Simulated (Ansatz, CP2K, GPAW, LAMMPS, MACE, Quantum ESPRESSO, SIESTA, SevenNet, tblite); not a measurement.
# Which run comes nearest? Amorphous 63SiO2-37Rb2O (mol %) (105 atoms)

Density of this cell: 3.54 g/cm³. The cell holds 105 atoms: 22 Si, 26 Rb and 57 O. Its edges and angles: a = 12.074 Å, b = 12.074 Å, c = 12.074 Å, α = 90.0°, β = 90.0°, γ = 90.0°. 105 atoms (22 Si, 26 K, 57 O) placed at random at 2.46 g/cm³, melted at 5000 K for 10 ps at fixed volume with the Morse and Coulomb pair potential with partial charges (Pedone, Malavasi, Menziani, Cormack and Segre, J. Phys. Chem. B 110, 11780 (2006)). Quenched from 5000 K to 300 K at 1000 K/ps and fixed volume, held 10 ps at zero pressure, then minimised at fixed cell. Then K was replaced by Rb and the cell scaled by 1.013 (the potential has no terms for the new elements, so the cell is a start for a DFT relaxation).

Geometry: as built.

The reference, a calculation:

- method: Kohn-Sham DFT, PBE, SSSP efficiency 1.3.0 pseudopotentials, plane waves (Quantum ESPRESSO 7.5); sssp-pbe-1.3.0-efficiency, cutoffs 60/480 Ry, Γ point
- r.m.s. force component: 0.6304 eV/Å
- longest force: 2.243 eV/Å
- pressure: 5.021 GPa
- gap (highest filled to lowest empty level): 2.876 eV
- time: 12 min on 2 MPI ranks of Arm Neoverse V1, shared host
- CPU time: 24 min

Runs, in no order:
A. SIESTA PBE, DZP, shift 0.01 Ry, mesh 500 Ry: Kohn-Sham DFT, PBE, PseudoDojo 0.4.1 norm-conserving pseudopotentials (converted to PSML), numerical atomic orbitals (DZP), diagonalisation
B. MACE MP-0b3 medium potential: machine-learned interatomic potential MACE MP-0b3 medium, trained on PBE(+U) plane-wave data
C. GPAW PBE, LCAO dzp, h 0.28 Å: Kohn-Sham DFT, PBE, PAW, atomic orbitals (dzp)
D. GPAW RPBE, LCAO dzp, h 0.18 Å: Kohn-Sham DFT, RPBE, PAW, atomic orbitals (dzp)
E. SevenNet l3i5 potential: machine-learned interatomic potential SevenNet l3i5, trained on PBE(+U) plane-wave data

**Question.** Rank the runs by how far their forces lie from the reference's, least first.

E, B, A, D, C.

```tsv
run	Δ force, r.m.s. (meV/Å)	share of r.m.s. force (%)	CPU time
E. SevenNet l3i5 potential	46.9	7.44	11 s
B. MACE MP-0b3 medium potential	80.1	12.7	8.9 s
A. SIESTA PBE, DZP, shift 0.01 Ry, mesh 500 Ry	217	34.4	13 min
D. GPAW RPBE, LCAO dzp, h 0.18 Å	346	54.8	16 min
C. GPAW PBE, LCAO dzp, h 0.28 Å	1501	238	4.9 min
```

Machine-learned potentials mimic data converged in k, so the reference's own k-point error enters their differences. The network of bonds at the start is that of the classical potential that made the cell, and needn't be the one that DFT or experiment would give. The electronic-structure runs sample only Γ, in a cell whose shortest periodic width is 12 Å.

[Logs are printed without paths, hosts, clocks, repeated set-up lines and the standing remarks that a program may print on its own settings, such as how far it seeks lower states.]

[Hosts, paths, dates, database ids (printed as entryN), source tags and the programs' standing remarks are cut or masked in the printed files.]
